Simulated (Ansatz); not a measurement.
# Phonons of AlRu (Pm-3m) against volume

Wanted: Grüneisen parameters and pressure coefficients of the modes of AlRu (Pm-3m).

Main program and level: Ansatz 0.2.0; DFT PBEsol, scalar-relativistic, plane waves, PAW; PAW set soft_1.

**1. The structure**

It takes space group Pm-3m (No. 221, cubic). The conventional cell has a = 2.992 Å, b = 2.992 Å, c = 2.992 Å, α = 90.00°, β = 90.00°, γ = 90.00°. Nearest to Al lie 8 Ru at 2.59 Å. Ru has 8 Al at 2.59 Å nearest. Farther neighbours are not listed.

**2. Relaxation**

The cell and atoms are relaxed, since residual forces and stress would shift the frequencies.

Input file input.yaml:

```yaml
crystal:
  lattice:
    - [2.9916, 0.0, 0.0]
    - [0.0, 2.9916, 0.0]
    - [0.0, 0.0, 2.9916]
  atoms:
    - { symbol: Al, position: [0.0, 0.0, 0.0] }
    - { symbol: Ru, position: [0.5, 0.5, 0.5] }
kpoints:
  mp_grid: { grid: [14, 14, 14] }
hamiltonian:
  xc: pbesol
  pseudopotentials: { kind: paw, azcp: { folder: soft_1 }, xc_functional: pbe }
scf:
  occupations: { method: gaussian, width: 0.1 }
output:
  forces: true
  stress: true
  eigenvalues: true
relax:
  adjacent_minimum: "off"
  f_tol: 0.005
  max_steps: 80
  cell: { stress_tol: 0.05 }
```

Command:

```console
> ansatz run input.yaml --threads 4 --pin off --max-ram 10240MiB --backend cpu --events-out ev --progress --plain --runs-dir out
```

Numbers of over 12 decimals in the logs are rounded to 6 here.

The log of the run:

```text
Engine: ansatz 0.2.0, aarch64-unknown-linux-gnu
Pseudopotentials: kind: paw
Pseudopotential: Al, paw, valence charge 3, recommended cutoff 420 eV (normal), soft_1/Al.paw.azcp
Pseudopotential: Ru, paw, valence charge 16, recommended cutoff 420 eV (normal), soft_1/Ru.paw.azcp
Functional definition: PBEsol
  exchange = pbesol_x
  correlation = pbesol_c
Crystal: 2 atoms, lattice volume = 26.774 Å³
Basis set: ecut = 420 eV, 485 PW (Γ), exchange–correlation on 40×40×40 points (8 copies of the dense FFT grid, shifted against one another)
Bands: 14, of which v1, the nominal top of the filled ones, is band 10 counted from 1 (9 counted from 0)
Symmetry: 48 space group operations
Space group: Pm-3m (ITA 221), of the structure as read, at distance tolerance 3.0e-5 Å
k-points: 120 of 2744
Non-local potential: Al, projectors of the file, l = 0: 2, l = 1: 2, l = 2: 1
Non-local potential: Ru, projectors of the file, l = 0: 3, l = 1: 2, l = 2: 2, l = 3: 1
PAW form: soft (Blöchl's): semilocal exchange-correlation on the pseudo side does not see the compensation charge
PAW frozen core: Al, regenerated for the run's functional, and the local potential with it (the file was generated under x = pbe(κ = 0.804, μ = 0.219515), c = pbe(β = 0.066725))
PAW frozen core: Ru, regenerated for the run's functional, and the local potential with it (the file was generated under x = pbe(κ = 0.804, μ = 0.219515), c = pbe(β = 0.066725))
PAW one-centre angular grid: Al, 110 points (default); XC on 64 Gauss nodes
PAW one-centre angular grid: Ru, 590 points (default); XC on 64 Gauss nodes
Initial density: superposition of atomic densities (chi_scale 0.1, normalization cell, long waves kept (reshape's long-wave potential 0.00 eV rms))
Initial wavefunctions: pseudopotential atomic-orbital guess
Functional: x = pbesol(κ = 0.804, μ = 0.123457), c = pbesol(β = 0.046)
SCF iter   1: F=—  HF=-6343.380032 eV  |F-HF|=—  |Δ(HF+E_count)|=         —  Δρ=1.16e-1  dr2=4.36e0  ethr=3.10e-3  ⟨swp⟩=4.8  Hψ=8512  notcnv=0
preconditioner: auto → none  [metal: Δε(μ)=0.017 eV  Ē_g=8.773 eV  σ=0.100 eV  W_gap=0.10  n_scr=6 (ndim 8)  ℏωp=23.8 eV  f_vac=0.000  D(μ)=1.37/eV (n_scr^D=18)  sad-step TF]
SCF iter   2: F=—  HF=-6342.711774 eV  |F-HF|=—  |Δ(HF+E_count)|=   6.68e-1  Δρ=6.89e-2  dr2=1.59e0  ethr=3.10e-3  ⟨swp⟩=2.9  Hψ=3920  notcnv=0  defer=29
SCF iter   3: F=—  HF=-6342.346595 eV  |F-HF|=—  |Δ(HF+E_count)|=   3.65e-1  Δρ=3.98e-3  dr2=4.62e-3  ethr=3.10e-3  ⟨swp⟩=2.2  Hψ=2801  notcnv=0  defer=29
SCF iter   4: F=—  HF=-6342.345865 eV  |F-HF|=—  |Δ(HF+E_count)|=   7.30e-4  Δρ=4.95e-4  dr2=1.30e-5  ethr=2.43e-5  ⟨swp⟩=1.5  Hψ=2747  notcnv=0  defer=18
SCF iter   5: F=—  HF=-6342.345890 eV  |F-HF|=—  |Δ(HF+E_count)|=   2.47e-5  Δρ=1.31e-4  dr2=3.45e-6  ethr=6.84e-8  ⟨swp⟩=2.0  Hψ=2801  notcnv=0  defer=18
SCF iter   6: F=-6342.345889 eV  HF=-6342.345889 eV  |F-HF|=1.24e-8  |Δ(HF+E_count)|=   9.95e-7  Δρ=7.86e-6  dr2=1.50e-8  ethr=5.26e-10  ⟨swp⟩=4.0  Hψ=7544  notcnv=0
SCF 1 converged in 6 iterations: F = -6342.345889 eV  dr2 = 1.50e-8
  greatest PAW one-centre occupation: 1.000 electrons in one spin orbital (limit 2), on the Ru atom at site 1 (counted from 0), in its partial waves of l = 0
relax step   1: F+E_penalty+E_count = -6342.34588909 eV  Δ(F+E_penalty+E_count) = +0.000e0 eV  max|allowed force component| = 2.419e-29 eV/Å  Δτ_max = 0.0000 Å  P = -3.285 GPa  Ω = 26.774 Å³  (6 SCF iters, dr2 threshold 1.00e-7 eV, accepted)
Crystal: 2 atoms, lattice volume = 26.257 Å³
Initial density: handed on by an earlier stage of this run
Initial wavefunctions: those handed on with the density
iter 1 solved again at ethr=1.13e-5 eV; its pass at ethr=3.10e-3 eV (dr2=2.14e-3 eV) is discarded
SCF iter   1: F=—  HF=-6342.350723 eV  |F-HF|=—  |Δ(HF+E_count)|=         —  Δρ=2.34e-3  dr2=1.98e-3  ethr=1.13e-5  ⟨swp⟩=1.0  Hψ=10517  notcnv=0
preconditioner: auto → none  [metal: Δε(μ)=0.024 eV  Ē_g=9.045 eV  σ=0.100 eV  W_gap=0.13  n_scr=6 (ndim 8)  ℏωp=24.0 eV  f_vac=0.000  D(μ)=1.84/eV (n_scr^D=18)]
SCF iter   2: F=—  HF=-6342.350306 eV  |F-HF|=—  |Δ(HF+E_count)|=   4.18e-4  Δρ=8.52e-4  dr2=2.35e-4  ethr=1.04e-5  ⟨swp⟩=1.1  Hψ=1704  notcnv=0
SCF iter   3: F=—  HF=-6342.350241 eV  |F-HF|=—  |Δ(HF+E_count)|=   6.43e-5  Δρ=1.18e-4  dr2=3.79e-6  ethr=1.24e-6  ⟨swp⟩=2.0  Hψ=1990  notcnv=0
SCF iter   4: F=—  HF=-6342.350268 eV  |F-HF|=—  |Δ(HF+E_count)|=   2.63e-5  Δρ=1.75e-5  dr2=1.71e-8  ethr=1.99e-8  ⟨swp⟩=2.3  Hψ=2262  notcnv=0
iter 5 did not close the SCF: its close was put off for the readings that it lacked (scf_convergence_deferred on its scf_iter line)
SCF iter   5: F=-6342.350268 eV  HF=-6342.350268 eV  |F-HF|=3.73e-10  |Δ(HF+E_count)|=   1.24e-8  Δρ=1.18e-6  dr2=4.75e-10  ethr=9.01e-11  ⟨swp⟩=2.1  Hψ=2380  notcnv=0
SCF iter   6: F=-6342.350268 eV  HF=-6342.350268 eV  |F-HF|=1.46e-11  |Δ(HF+E_count)|=  1.06e-10  Δρ=2.39e-7  dr2=1.81e-11  ethr=2.50e-12  ⟨swp⟩=1.0  Hψ=4462  notcnv=0
SCF 2 converged in 6 iterations: F = -6342.350268 eV  dr2 = 1.81e-11
relax step   2: F+E_penalty+E_count = -6342.35026761 eV  Δ(F+E_penalty+E_count) = -4.379e-3 eV  max|allowed force component| = 4.454e-30 eV/Å  Δτ_max = 0.0000 Å  P = +0.894 GPa  Ω = 26.257 Å³  energy of the carried Pulay correction = +4.033e-4 eV  (6 SCF iters, dr2 threshold 2.00e-7 eV, accepted)
Crystal: 2 atoms, lattice volume = 26.366 Å³
iter 1 solved again at ethr=4.48e-7 eV; its pass at ethr=3.10e-3 eV (dr2=8.51e-5 eV) is discarded
SCF iter   1: F=—  HF=-6342.350473 eV  |F-HF|=—  |Δ(HF+E_count)|=         —  Δρ=4.92e-4  dr2=8.84e-5  ethr=4.48e-7  ⟨swp⟩=2.0  Hψ=9379  notcnv=0
preconditioner: auto → none  [metal: Δε(μ)=0.018 eV  Ē_g=9.019 eV  σ=0.100 eV  W_gap=0.10  n_scr=6 (ndim 8)  ℏωp=24.0 eV  f_vac=0.000  D(μ)=1.86/eV (n_scr^D=18)]
SCF iter   2: F=—  HF=-6342.350480 eV  |F-HF|=—  |Δ(HF+E_count)|=   7.18e-6  Δρ=1.80e-4  dr2=1.05e-5  ethr=4.48e-7  ⟨swp⟩=1.2  Hψ=1722  notcnv=0
SCF iter   3: F=—  HF=-6342.350477 eV  |F-HF|=—  |Δ(HF+E_count)|=   3.00e-6  Δρ=2.77e-5  dr2=2.38e-7  ethr=5.53e-8  ⟨swp⟩=1.7  Hψ=1943  notcnv=0
iter 4 did not close the SCF: its close was put off for the readings that it lacked (scf_convergence_deferred on its scf_iter line)
SCF iter   4: F=-6342.350477 eV  HF=-6342.350477 eV  |F-HF|=4.17e-10  |Δ(HF+E_count)|=   4.49e-8  Δρ=4.02e-6  dr2=9.74e-10  ethr=1.25e-9  ⟨swp⟩=2.1  Hψ=2102  notcnv=0
iter 5 did not close the SCF: its close was put off for the readings that it lacked (scf_convergence_deferred on its scf_iter line)
SCF iter   5: F=-6342.350477 eV  HF=-6342.350477 eV  |F-HF|=5.09e-11  |Δ(HF+E_count)|=  6.06e-10  Δρ=4.75e-7  dr2=5.65e-11  ethr=5.13e-12  ⟨swp⟩=2.6  Hψ=2865  notcnv=0
SCF iter   6: F=-6342.350477 eV  HF=-6342.350477 eV  |F-HF|=0.00e0  |Δ(HF+E_count)|=  1.46e-11  Δρ=5.71e-8  dr2=7.79e-13  ethr=1.00e-12  ⟨swp⟩=1.0  Hψ=3849  notcnv=0
SCF 3 converged in 6 iterations: F = -6342.350477 eV  dr2 = 7.79e-13
relax step   3: F+E_penalty+E_count = -6342.35047695 eV  Δ(F+E_penalty+E_count) = -2.093e-4 eV  max|allowed force component| = 1.236e-29 eV/Å  Δτ_max = 0.0000 Å  P = -0.023 GPa  Ω = 26.366 Å³  energy of the carried Pulay correction = +3.177e-4 eV  (6 SCF iters, dr2 threshold 2.00e-7 eV, accepted)
Initial wavefunctions: pseudopotential atomic-orbital guess (no wavefunctions were taken with the density)
iter 1 solved again at ethr=1.13e-8 eV; its pass at ethr=3.10e-3 eV (dr2=2.15e-6 eV) is discarded
SCF iter   1: F=—  HF=-6342.350145 eV  |F-HF|=—  |Δ(HF+E_count)|=         —  Δρ=2.66e-5  dr2=2.15e-8  ethr=1.13e-8  ⟨swp⟩=3.2  Hψ=13720  notcnv=0
preconditioner: auto → none  [metal: Δε(μ)=0.021 eV  Ē_g=9.017 eV  σ=0.100 eV  W_gap=0.12  n_scr=6 (ndim 8)  ℏωp=24.0 eV  f_vac=0.000  D(μ)=1.86/eV (n_scr^D=18)]
SCF iter   2: F=—  HF=-6342.350170 eV  |F-HF|=—  |Δ(HF+E_count)|=   2.54e-5  Δρ=1.25e-5  dr2=4.26e-9  ethr=1.13e-10  ⟨swp⟩=2.0  Hψ=2718  notcnv=0
SCF iter   3: F=—  HF=-6342.350170 eV  |F-HF|=—  |Δ(HF+E_count)|=   1.23e-8  Δρ=1.92e-6  dr2=1.22e-10  ethr=2.24e-11  ⟨swp⟩=2.7  Hψ=2818  notcnv=0
iter 4 did not close the SCF: its close was put off for the readings that it lacked (scf_convergence_deferred on its scf_iter line)
SCF iter   4: F=-6342.350170 eV  HF=-6342.350170 eV  |F-HF|=1.18e-11  |Δ(HF+E_count)|=  3.04e-10  Δρ=4.12e-7  dr2=6.81e-12  ethr=1.00e-12  ⟨swp⟩=1.6  Hψ=2364  notcnv=0
iter 5 did not close the SCF: its close was put off for the readings that it lacked (scf_convergence_deferred on its scf_iter line)
SCF iter   5: F=-6342.350170 eV  HF=-6342.350170 eV  |F-HF|=1.82e-12  |Δ(HF+E_count)|=  1.27e-11  Δρ=5.74e-8  dr2=5.71e-13  ethr=1.00e-12  ⟨swp⟩=1.0  Hψ=1680  notcnv=0
iter 6 did not close the SCF: its close was put off for the readings that it lacked (scf_convergence_deferred on its scf_iter line)
SCF iter   6: F=-6342.350170 eV  HF=-6342.350170 eV  |F-HF|=1.82e-12  |Δ(HF+E_count)|=  3.64e-12  Δρ=4.07e-9  dr2=2.81e-15  ethr=1.00e-12  ⟨swp⟩=1.0  Hψ=1680  notcnv=0
iter 7 did not close the SCF: its close was put off for the readings that it lacked (scf_convergence_deferred on its scf_iter line)
SCF iter   7: F=-6342.350170 eV  HF=-6342.350170 eV  |F-HF|=9.09e-13  |Δ(HF+E_count)|=  1.82e-12  Δρ=8.79e-10  dr2=1.80e-16  ethr=1.00e-12  ⟨swp⟩=1.0  Hψ=1680  notcnv=0
SCF iter   8: F=-6342.350170 eV  HF=-6342.350170 eV  |F-HF|=0.00e0  |Δ(HF+E_count)|=    0.00e0  Δρ=1.86e-10  dr2=2.55e-18  ethr=1.00e-12  ⟨swp⟩=2.0  Hψ=4308  notcnv=0
SCF 4 converged in 8 iterations: F = -6342.350170 eV  dr2 = 2.55e-18
relax step   4: F+E_penalty+E_count = -6342.35017004 eV  Δ(F+E_penalty+E_count) = +3.069e-4 eV  max|allowed force component| = 2.123e-29 eV/Å  Δτ_max = 0.0000 Å  P = -0.028 GPa  Ω = 26.366 Å³  stress off target by 2.79e-2 GPa  SCF on the basis re-selected at this cell (its energy is not comparable with the rows above)  (8 SCF iters)
basis re-selected at this cell: Δ(F+E_penalty+E_count) = +3.069e-4 eV, ΔP = -0.005 GPa vs the last step (what re-selecting the basis moved, of the pressure what is left beyond the Pulay correction that the steps carried, after the strain that the cell walked since its last selection, with what the two solves' SCF thresholds leave and, on support functions, any second-order correction that the steps lacked; it is no m [...]
SCF converged after 8 iterations
Free energy (F): -6342.350170 eV
Harris-Foulkes:  -6342.350170 eV  (|F-HF|=0.00e0)
Internal energy: -6342.340882 eV  (E = F + TS)
E sigma→0 (E₀):  -6342.345526 eV
Entropy (-TS):   -0.009288 eV (-4.644 meV/atom)
Fermi energy:    16.177682 eV
--- Per-component energies (eV) ---
  E_band       = -118.719750
  E_kinetic    = 488.708796
  E_local      = -1797.786363  (includes V_loc(G=0)·N_el)
  E_nonlocal   = 427.499847
  E_hartree    = 651.146141
  E_xc         = -208.492800
  E_vxc        = -246.448184  (∫ρ·V_xc dr)
  E_paw        = -3898.628109  (= ΣΔE_a)
  E_vpaw       = -292.986779  (= ΣTr[D̂ρ^β])
  E_aug_tail   = 0.000651  (compensation charges beyond the density's cutoff)
  E_ewald      = -2005.061480
  E_core_change = 0.272436  (= ΣΔE_core)
  E_smearing   = -0.009288  (= −TS)
  E_closure    = -0.000000  (closes the sum)
  Σ components = -6342.350170   (vs F -6342.350170, Δ=0.00e0)
--- Forces (eV/Å), atoms counted from 1 ---
  atom   1  Al    -0.00000000     0.00000000    -0.00000000
  atom   2  Ru     0.00000000    -0.00000000     0.00000000
  max |Σ_I F_I| component: 4.17e-29 eV/Å
--- Stress (GPa, compression-positive) ---
       -0.027908       0.000000      -0.000000
        0.000000      -0.027908      -0.000000
       -0.000000      -0.000000      -0.027908
  P = ⅓ Tr σ = -0.0279 GPa (-0.279 kbar)
--- Band table (eV; the first three rows and the last of 120) ---
  k-point 0: bands = [... 6 lower, 12.5057, 16.3747, 16.3747, 16.3747, 22.3188, 22.3188, 22.3188, 27.2242]
  k-point 1: bands = [... 6 lower, 12.5421, 16.2478, 16.2478, 16.3872, 21.8353, 22.5194, 22.5194, 26.9927]
  k-point 2: bands = [... 6 lower, 12.6419, 15.9248, 15.9248, 16.4225, 20.8101, 23.0640, 23.0640, 26.3920]
  k-point 119: bands = [... 6 lower, 11.4647, 17.8450, 17.8450, 18.8744, 20.3135, 20.3135, 20.3135, 24.8935]
--- Relaxed structure (3 steps of the walk, 3 accepted, 1 SCFs on fresh bases) ---
  F+E_penalty+E_count = -6342.35017004 eV   max|allowed force component| = 2.123e-29 eV/Å   (the final SCF, on the basis selected at the relaxed cell)
  cell:  # Å, volume = 26.3658 Å³
    - [2.976325, 0, 0]
    - [0, 2.976325, 0]
    - [0, 0, 2.976325]
  atoms:
    - { symbol: Al, position: [0, 0, 0] }
    - { symbol: Ru, position: [0.500000, 0.500000, 0.500000] }
```

Wall time 2.5 s (4 threads of Arm Neoverse V2, shared host); peak memory 0.37 GiB; 8.6 s of CPU time.

The steps of the relaxation:

| step | energy less that of the first step (eV) | largest force component (eV/Å) | pressure (GPa) | volume (Å³) |
| --- | --- | --- | --- | --- |
| 1 | 0.0000 | 0.0000 | -3.29 | 26.77 |
| 2 | -0.0044 | 0.0000 | 0.89 | 26.26 |
| 3 | -0.0046 | 0.0000 | -0.02 | 26.37 |
| 4* | -0.0043 | 0.0000 | -0.03 | 26.37 |

Relaxation steps marked * repeat the geometry before them on a plane-wave basis chosen anew for their cell, so energy and pressure can jump there.

The run keeps the 48 symmetry operations that it works with, so distortions that break them were not tested.

| conventional cell, symmetrised | before | after | change |
| --- | --- | --- | --- |
| a (Å) | 2.992 | 2.976 | -0.5 % |
| b (Å) | 2.992 | 2.976 | -0.5 % |
| c (Å) | 2.992 | 2.976 | -0.5 % |
| volume (Å³/atom) | 13.39 | 13.18 | -1.5 % |

Final coordinates:

```cif
data_structure
_symmetry_space_group_name_H-M 'P 1'
_symmetry_Int_Tables_number 1
_cell_length_a 2.9763
_cell_length_b 2.9763
_cell_length_c 2.9763
_cell_angle_alpha 90.000
_cell_angle_beta 90.000
_cell_angle_gamma 90.000
_cell_volume 26.37
loop_
_atom_site_label
_atom_site_type_symbol
_atom_site_fract_x
_atom_site_fract_y
_atom_site_fract_z
_atom_site_occupancy
Al1 Al 0.00000 0.00000 0.00000 1
Ru2 Ru 0.50000 0.50000 0.50000 1
```

Numbers from this step:

- pressure: -0.02791 GPa
- volume per atom: 13.18 Å³
- gap on the k-mesh: 0 eV

In this step the volume went from 13.39 to 13.18 Å³/atom.

**3. Tight relaxation**

Phonons need small forces and stress, so the relaxation is finished with tight tolerances on 16×16×16 k points.

input.yaml, the sections that differ from step 2:

```yaml
crystal:
  lattice:
    - [2.9763250986, 0.0, 0.0]
    - [0.0, 2.9763250986, 0.0]
    - [0.0, 0.0, 2.9763250986]
  atoms:
    - { symbol: Al, position: [0.0, 0.0, 0.0] }
    - { symbol: Ru, position: [0.5, 0.5, 0.5] }
kpoints:
  mp_grid: { grid: [16, 16, 16] }
scf:
  occupations: { method: methfessel_paxton, width: 0.2 }
relax:
  adjacent_minimum: "off"
  f_tol: 0.001
  max_steps: 60
  cell: { stress_tol: 0.01 }
# hamiltonian, output: as in step 2
```

The log of the run:

```text
[...]
Crystal: 2 atoms, lattice volume = 26.366 Å³
Basis set: ecut = 420 eV, 485 PW (Γ), exchange–correlation on 40×40×40 points (8 copies of the dense FFT grid, shifted against one another)
Bands: 14, of which v1, the nominal top of the filled ones, is band 10 counted from 1 (9 counted from 0)
Symmetry: 48 space group operations
[...]
k-points: 165 of 4096
[...]
k-point 164: bands = [... 6 lower, 11.4700, 17.8493, 17.8493, 18.8853, 20.3198, 20.3198, 20.3198, 24.9045]
--- Relaxed structure (3 steps of the walk, 3 accepted, 1 SCFs on fresh bases) ---
[...]
cell:  # Å, volume = 26.3573 Å³
    - [2.976006, 0, 0.0]
    - [0, 2.976006, 0]
    - [0.0, 0, 2.976006]
  atoms:
    - { symbol: Al, position: [0, 0, 0] }
    - { symbol: Ru, position: [0.5, 0.5, 0.5] }
[key lines of the parts left out:]
SCF converged after 5 iterations
Free energy (F): -6342.349559 eV
Fermi energy:    16.200794 eV
P = ⅓ Tr σ = -0.0002 GPa (-0.002 kbar)
```

Run time: 2.8 s. Hardware: 4 threads; peak memory 0.39 GiB.

Little changed from the start: no atom moved by 0.005 Å and no cell edge by 0.1 %.

This step gave:

```yaml
pressure: -2.00e-4 GPa
```

The forces vanish by symmetry and the pressure is 0.000 GPa, within the tolerances set. The cell now holds 13.18 Å³/atom.

**4. Modes at rest**

Phonons follow from the second derivative of the energy, found here by linear response.

The modes at rest are the reference of the series.

input.yaml, the sections that differ from step 3:

```yaml
crystal:
  lattice:
    - [2.9760064514, 0.0, 0.0]
    - [0.0, 2.9760064514, 0.0]
    - [0.0, 0.0, 2.9760064514]
  atoms:
    - { symbol: Al, position: [0.0, 0.0, 0.0] }
    - { symbol: Ru, position: [0.5, 0.5, 0.5] }
output:
  eigenvalues: true
phonons:
  method: dfpt
# kpoints, hamiltonian, scf: as in step 3
# relax: removed
```

The log of the run:

```text
[...]
Crystal: 2 atoms, lattice volume = 26.357 Å³
Basis set: ecut = 420 eV, 485 PW (Γ), exchange–correlation on 40×40×40 points (8 copies of the dense FFT grid, shifted against one another)
Bands: 14, of which v1, the nominal top of the filled ones, is band 10 counted from 1 (9 counted from 0)
Symmetry: 48 space group operations
k-points: 405 of 4096 (irreducible under 8 space group operations, time reversal used)
[...]
SCF iter   1: F=—  HF=-6343.381179 eV  |F-HF|=—  |Δ(HF+E_count)|=         —  Δρ=1.17e-1  dr2=4.25e0  ethr=3.10e-3  ⟨swp⟩=4.8  Hψ=27164  notcnv=0
[...]
SCF iter   8: F=-6342.349559 eV  HF=-6342.349559 eV  |F-HF|=9.09e-13  |Δ(HF+E_count)|=  1.82e-12  S|Δr|=    0.00e0  Δρ=3.36e-8  dr2=1.36e-13  ethr=1.00e-12  ⟨swp⟩=3.0  Hψ=20663  notcnv=0
SCF 1 converged in 8 iterations: F = -6342.349559 eV  dr2 = 1.36e-13
[...]
DFPT response loops at Γ: preconditioner auto → Kerker (q_TF=auto, 2.583 Å⁻¹) (partly filled bands, converged f_vac=0.000); β = 1.00, the filter's whole step (`scf.mixing.beta` (0.50) is not read by the response loops under this deck's `scf.mixing.preconditioner`; to damp them name `kerker` or `kerker_dos`, under which they read `scf.mixing.beta`, and type it under 1.00, their step now; both keys bind the ground state too); Broyden in place of MSR1
SCF converged after 8 iterations
[...]
Free energy (F): -6342.349559 eV
[...]
Internal energy: -6342.348261 eV  (E = F + TS)
E sigma→0 (E₀):  -6342.349234 eV
Entropy (-TS):   -0.001298 eV (-0.649 meV/atom)
Fermi energy:    16.200794 eV
[...]
--- Band table (eV; the first three rows and the last of 405) ---
  k-point 0: bands = [... 6 lower, 12.5077, 16.3820, 16.3820, 16.3820, 22.3280, 22.3280, 22.3280, 27.2328]
  k-point 1: bands = [... 6 lower, 12.5360, 16.2838, 16.2838, 16.3916, 21.9482, 22.4826, 22.4826, 27.0538]
  k-point 2: bands = [... 6 lower, 12.6131, 16.0249, 16.0249, 16.4192, 21.0919, 22.9112, 22.9112, 26.5748]
  k-point 404: bands = [... 6 lower, 11.4700, 17.8493, 17.8493, 18.8853, 20.3198, 20.3198, 20.3198, 24.9045]
--- Phonons (Γ-DFPT): 2 representative perturbations + reference, on 405 of 4096 k-points (Σ response iterations 6) ---
  k mesh reduced under 8 symmetry operations, with k and −k counted as one. Each operation leaves every solved perturbation unchanged. A smaller set is not used because it would not reduce the number of displacements times k-points to solve
  ASR residual: 1.410e-5 → 0.000e0 eV/Å²; symmetrization residual: 2.364e-6 eV/Å²
  ASR residual per site (eV/Å²): 1.41e-5 1.04e-5
  Γ frequencies (cm⁻¹): 0.00 0.00 0.00 321.47 321.47 321.47
  non-analytic LO–TO correction: not included (Born effective charges unavailable; polar crystals: no LO–TO splitting at Γ)
```

Elapsed: 7.5 s, on 4 threads; peak memory 0.69 GiB.

In the SCF lines HF is the Harris–Foulkes energy and dr2 the Hartree energy of the density residual, in eV; the loop may stop once dr2 is under the threshold and the program's other checks hold. Hψ counts applications of the Hamiltonian.

This step gave:

```yaml
sum_rule_residual_before_enforcement: 1.41e-5 eV/Å²
point_group: m-3m
highest_optical_mode_at_the_zone_centre_no_lo_to_term: 321.5 cm⁻¹
lowest_optical_zone_centre_mode: 321.5 cm⁻¹
```

Patterns of degenerate modes are one choice out of their space. The modes at Γ (shares of kinetic energy by element, %):

| mode | frequency (cm⁻¹) | symmetry | Al % | Ru % |
| --- | --- | --- | --- | --- |
| 1 | 0.0 | acoustic | 21 | 79 |
| 2 | 0.0 | acoustic | 21 | 79 |
| 3 | 0.0 | acoustic | 21 | 79 |
| 4 | 321.5 | T1u | 79 | 21 |
| 5 | 321.5 | T1u | 79 | 21 |
| 6 | 321.5 | T1u | 79 | 21 |

Displacements in mode 5 (321.5 cm⁻¹), the largest set to 1:
```
Al1  0.00  0.00  1.00
Ru2  0.00  0.00 -0.27
```

Before it was imposed, the acoustic sum rule was missed by 1.4e-5 eV/Å². Small misses are needed for a sound result but don't prove that mesh and cutoff are converged. The lowest optical mode is real, 321 cm⁻¹.

(Continued in part 2 of 2.)

[Logs are printed without paths, hosts, clocks, repeated set-up lines and the standing remarks that a program may print on its own settings, such as how far it seeks lower states.]

[Hosts, paths, dates, database ids (printed as entryN), source tags and the programs' standing remarks are cut or masked in the printed files.]
